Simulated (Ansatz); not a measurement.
# LuP (Fm-3m): from the cell to its phonons

Aim: the phonons of LuP (Fm-3m) at a cell relaxed beforehand at this level. After the zone centre comes a 4×4×4 q mesh on a 12×12×12 k mesh.

Program: Ansatz 0.2.0. Level of theory: DFT LDA, scalar-relativistic, plane waves, PAW. Results are calculated unless marked as measured.

### Step 1. The structure

The structure is cubic, space group Fm-3m (No. 225). The conventional cell has a = 5.391 Å, b = 5.391 Å, c = 5.391 Å, α = 90.00°, β = 90.00°, γ = 90.00°. Lu has 6 P at 2.70 Å nearest. P has 6 Lu at 2.70 Å nearest. Farther neighbours are not listed.

### Step 2. Modes at Γ

The cell comes from relaxations at this level that are not shown. The zone centre comes first: it holds the modes that light can see, as far as symmetry allows. No field response is asked, since the mesh shows no gap.

File input.yaml:

```yaml
crystal:
  lattice:
    - [0.0, 2.6954447061, 2.6954447061]
    - [2.6954447061, 0.0, 2.6954447061]
    - [2.6954447061, 2.6954447061, 0.0]
  atoms:
    - { symbol: Lu, position: [0.0, 0.0, 0.0] }
    - { symbol: P, position: [0.5, 0.5, 0.5] }
kpoints:
  mp_grid: { grid: [12, 12, 12] }
hamiltonian:
  xc: lda
scf:
  occupations: { method: methfessel_paxton, width: 0.15 }
output:
  eigenvalues: true
phonons:
  method: dfpt
```

Command:

```console
$ ansatz run input.yaml --threads 4 --pin off --max-ram 7168MiB --backend cpu --events-out ev --progress --plain --runs-dir out
```

Numbers of over 12 decimals in the logs are rounded to 6 here.

Output:

```text
Engine: ansatz 0.2.0, aarch64-unknown-linux-gnu
Pseudopotentials: kind: paw
Pseudopotential: Lu, paw, valence charge 25, recommended cutoff 420 eV (normal), Lu.paw.azcp
Pseudopotential: P, paw, valence charge 5, recommended cutoff 420 eV (normal), P.paw.azcp
Functional definition: SPW92
  exchange = slater_x
  correlation = pw_c
Crystal: 2 atoms, lattice volume = 39.167 Å³
Basis set: ecut = 420 eV, 749 PW (Γ), exchange–correlation on 54×54×54 points (8 copies of the dense FFT grid, shifted against one another)
Bands: 19, of which v1, the nominal top of the filled ones, is band 15 counted from 1 (14 counted from 0)
Symmetry: 48 space group operations
k-points: 163 of 1728 (irreducible under 8 space group operations, time reversal used)
Non-local potential: Lu, projectors of the file, l = 0: 3, l = 1: 2, l = 2: 2, l = 3: 3
Non-local potential: P, projectors of the file, l = 0: 2, l = 1: 2, l = 2: 2
PAW form: soft (Blöchl's): semilocal exchange-correlation on the pseudo side does not see the compensation charge
PAW frozen core: Lu, regenerated for the run's functional, and the local potential with it (the file was generated under x = pbe(κ = 0.804, μ = 0.219515), c = pbe(β = 0.066725))
PAW frozen core: P, regenerated for the run's functional, and the local potential with it (the file was generated under x = pbe(κ = 0.804, μ = 0.219515), c = pbe(β = 0.066725))
PAW one-centre angular grid: Lu, 590 points (default); XC on 64 Gauss nodes
PAW one-centre angular grid: P, 110 points (default); XC on 64 Gauss nodes
Initial density: superposition of atomic densities (neutral atoms: chi_scale 0, normalization atom), corrected by the library's trained network
Initial wavefunctions: pseudopotential atomic-orbital guess
Functional: x = slater, c = lda
SCF iter   1: F=—  HF=-15222.231713 eV  |F-HF|=—  |Δ(HF+E_count)|=         —  Δρ=4.70e-3  dr2=7.92e-3  ethr=1.77e-3  ⟨swp⟩=5.5  Hψ=17600  notcnv=0
preconditioner: auto → none  [insulator: Δε(μ)=0.143 eV  Ē_g=13.019 eV  σ=0.150 eV  W_gap=0.64  n_scr=14 (ndim 8)  ℏωp=31.4 eV  f_vac=0.000  D(μ)=0.24/eV (n_scr^D=0)  ε∞_Penn≈6.8]
SCF iter   2: F=—  HF=-15222.228625 eV  |F-HF|=—  |Δ(HF+E_count)|=   3.09e-3  S|Δr|=    0.00e0  Δρ=2.70e-3  dr2=1.80e-3  ethr=2.64e-5  ⟨swp⟩=2.4  Hψ=7542  notcnv=0  defer=1
SCF iter   3: F=—  HF=-15222.228063 eV  |F-HF|=—  |Δ(HF+E_count)|=   5.62e-4  S|Δr|=    0.00e0  Δρ=1.33e-3  dr2=3.96e-4  ethr=6.01e-6  ⟨swp⟩=3.2  Hψ=6745  notcnv=0  defer=1
SCF iter   4: F=—  HF=-15222.227916 eV  |F-HF|=—  |Δ(HF+E_count)|=   1.47e-4  S|Δr|=    0.00e0  Δρ=6.53e-4  dr2=1.54e-4  ethr=1.32e-6  ⟨swp⟩=2.7  Hψ=6511  notcnv=0  defer=1
SCF iter   5: F=—  HF=-15222.227880 eV  |F-HF|=—  |Δ(HF+E_count)|=   3.59e-5  S|Δr|=    0.00e0  Δρ=1.51e-4  dr2=8.25e-6  ethr=5.14e-7  ⟨swp⟩=2.0  Hψ=3870  notcnv=0  defer=1
SCF iter   6: F=—  HF=-15222.227879 eV  |F-HF|=—  |Δ(HF+E_count)|=   1.10e-6  S|Δr|=    0.00e0  Δρ=2.40e-5  dr2=8.27e-8  ethr=2.75e-8  ⟨swp⟩=2.1  Hψ=5378  notcnv=0  defer=1
SCF iter   7: F=—  HF=-15222.227878 eV  |F-HF|=—  |Δ(HF+E_count)|=   3.48e-7  S|Δr|=    0.00e0  Δρ=5.10e-6  dr2=1.60e-8  ethr=2.76e-10  ⟨swp⟩=3.0  Hψ=6733  notcnv=0  defer=1
SCF iter   8: F=—  HF=-15222.227878 eV  |F-HF|=—  |Δ(HF+E_count)|=   3.72e-9  S|Δr|=    0.00e0  Δρ=2.55e-6  dr2=3.97e-9  ethr=5.35e-11  ⟨swp⟩=2.0  Hψ=4043  notcnv=0  defer=1
SCF iter   9: F=—  HF=-15222.227878 eV  |F-HF|=—  |Δ(HF+E_count)|=   1.17e-9  S|Δr|=    0.00e0  Δρ=1.55e-7  dr2=4.21e-12  ethr=1.00e-12  ⟨swp⟩=9.4  Hψ=28263  notcnv=0
SCF iter  10: F=-15222.227878 eV  HF=-15222.227878 eV  |F-HF|=3.64e-12  |Δ(HF+E_count)|=  7.28e-12  S|Δr|=    0.00e0  Δρ=5.77e-8  dr2=1.72e-12  ethr=1.00e-12  ⟨swp⟩=7.5  Hψ=18273  notcnv=0
SCF 1 converged in 10 iterations: F = -15222.227878 eV  dr2 = 1.72e-12
  greatest PAW one-centre occupation: 0.998 electrons in one spin orbital (limit 2), on the Lu atom at site 0 (counted from 0), in its partial waves of l = 0
DFPT response loops at Γ: preconditioner auto → Kerker (q_TF=auto, 2.610 Å⁻¹) (partly filled bands, converged f_vac=0.000); β = 1.00, the filter's whole step (`scf.mixing.beta` (0.50) is not read by the response loops under this deck's `scf.mixing.preconditioner`; to damp them name `kerker` or `kerker_dos`, under which they read `scf.mixing.beta`, and type it under 1.00, their step now; both keys bind the ground state too); Broyden in place of MSR1
SCF converged after 10 iterations
Stability not checked: this state was not tested for a lower state beside it, because cold or Methfessel-Paxton smearing, or corrected tetrahedra, fill the levels in a way that the test cannot read (fill_not_monotonic; see scf.lower_state_search)
Free energy (F): -15222.227878 eV
Harris-Foulkes:  -15222.227878 eV  (|F-HF|=3.64e-12)
Internal energy: -15222.227993 eV  (E = F + TS)
E sigma→0 (E₀):  -15222.227907 eV
Entropy (-TS):   0.000114 eV (0.057 meV/atom)
Fermi energy:    13.326577 eV
--- Per-component energies (eV) ---
  E_band       = 38.773900
  E_kinetic    = 495.289813
  E_local      = -6989.568251  (includes V_loc(G=0)·N_el)
  E_nonlocal   = 621.777783
  E_hartree    = 2948.629807
  E_xc         = -280.601516
  E_vxc        = -322.687247  (∫ρ·V_xc dr)
  E_paw        = -7676.178008  (= ΣΔE_a)
  E_vpaw       = 336.702262  (= ΣTr[D̂ρ^β])
  E_aug_tail   = 0.000034  (compensation charges beyond the density's cutoff)
  E_ewald      = -4344.013641
  E_core_change = 2.435986  (= ΣΔE_core)
  E_smearing   = 0.000114  (= −TS)
  E_closure    = -0.000000  (closes the sum)
  Σ components = -15222.227878   (vs F -15222.227878, Δ=0.00e0)
--- Band table (eV; the first three rows and the last of 163) ---
  k-point 0: bands = [... 11 lower, 9.1058, 14.1355, 14.1355, 14.1355, 14.8233, 14.8233, 14.8233, 15.7669]
  k-point 1: bands = [... 11 lower, 9.1060, 13.2614, 13.5604, 13.5604, 15.0427, 15.0427, 15.2422, 16.4057]
  k-point 2: bands = [... 11 lower, 9.1064, 11.9589, 12.7467, 12.7467, 15.4573, 15.4573, 15.5454, 17.6383]
  k-point 162: bands = [... 11 lower, 9.1008, 10.6310, 10.6310, 10.6565, 16.6456, 16.6456, 17.1369, 19.3291]
--- Phonons (Γ-DFPT): 2 representative perturbations + reference, on 163 of 1728 k-points (Σ response iterations 6) ---
  k mesh reduced under 8 symmetry operations, with k and −k counted as one. Each operation leaves every solved perturbation unchanged. A smaller set is not used because it would not reduce the number of displacements times k-points to solve
  ASR residual: 5.236e-5 → 0.000e0 eV/Å²; symmetrization residual: 2.331e-6 eV/Å²
  ASR residual per site (eV/Å²): 5.24e-5 2.74e-5
  Γ frequencies (cm⁻¹): 0.00 0.00 0.00 266.23 266.23 266.23
  non-analytic LO–TO correction: not included (Born effective charges unavailable; polar crystals: no LO–TO splitting at Γ)
```

The job ended after 20 s (4 threads of Arm Neoverse N1, shared host; peak memory 0.65 GiB; 72 s of CPU time).

Numbers from this step:

| Quantity | Value |
| --- | --- |
| volume per atom | 19.58 Å³ |
| gap on the k-mesh | 0 eV |
| sum-rule residual before enforcement | 5.24e-5 eV/Å² |
| point group | m-3m |
| highest optical mode at the zone centre (no LO-TO term) | 266.2 cm⁻¹ |
| lowest optical zone-centre mode | 266.2 cm⁻¹ |

Patterns of degenerate modes are one choice out of their space. The modes at Γ (shares of kinetic energy by element, %):

| mode | frequency (cm⁻¹) | symmetry | Lu % | P % |
| --- | --- | --- | --- | --- |
| 1 | 0.0 | acoustic | 85 | 15 |
| 2 | 0.0 | acoustic | 85 | 15 |
| 3 | 0.0 | acoustic | 85 | 15 |
| 4 | 266.2 | T1u | 15 | 85 |
| 5 | 266.2 | T1u | 15 | 85 |
| 6 | 266.2 | T1u | 15 | 85 |

Displacements in mode 6 (266.2 cm⁻¹), the largest set to 1:
```
Lu1  0.00  0.00 -0.18
P2   0.00  0.00  1.00
```

Before it was imposed, the acoustic sum rule was missed by 5.2e-5 eV/Å². Small misses are needed for a sound result but don't prove that mesh and cutoff are converged. The lowest optical mode is real, 266 cm⁻¹.

[end of part 1 of 2]

[Logs are printed without paths, hosts, clocks, repeated set-up lines and the standing remarks that a program may print on its own settings, such as how far it seeks lower states.]

[Hosts, paths, dates, database ids (printed as entryN), source tags and the programs' standing remarks are cut or masked in the printed files.]
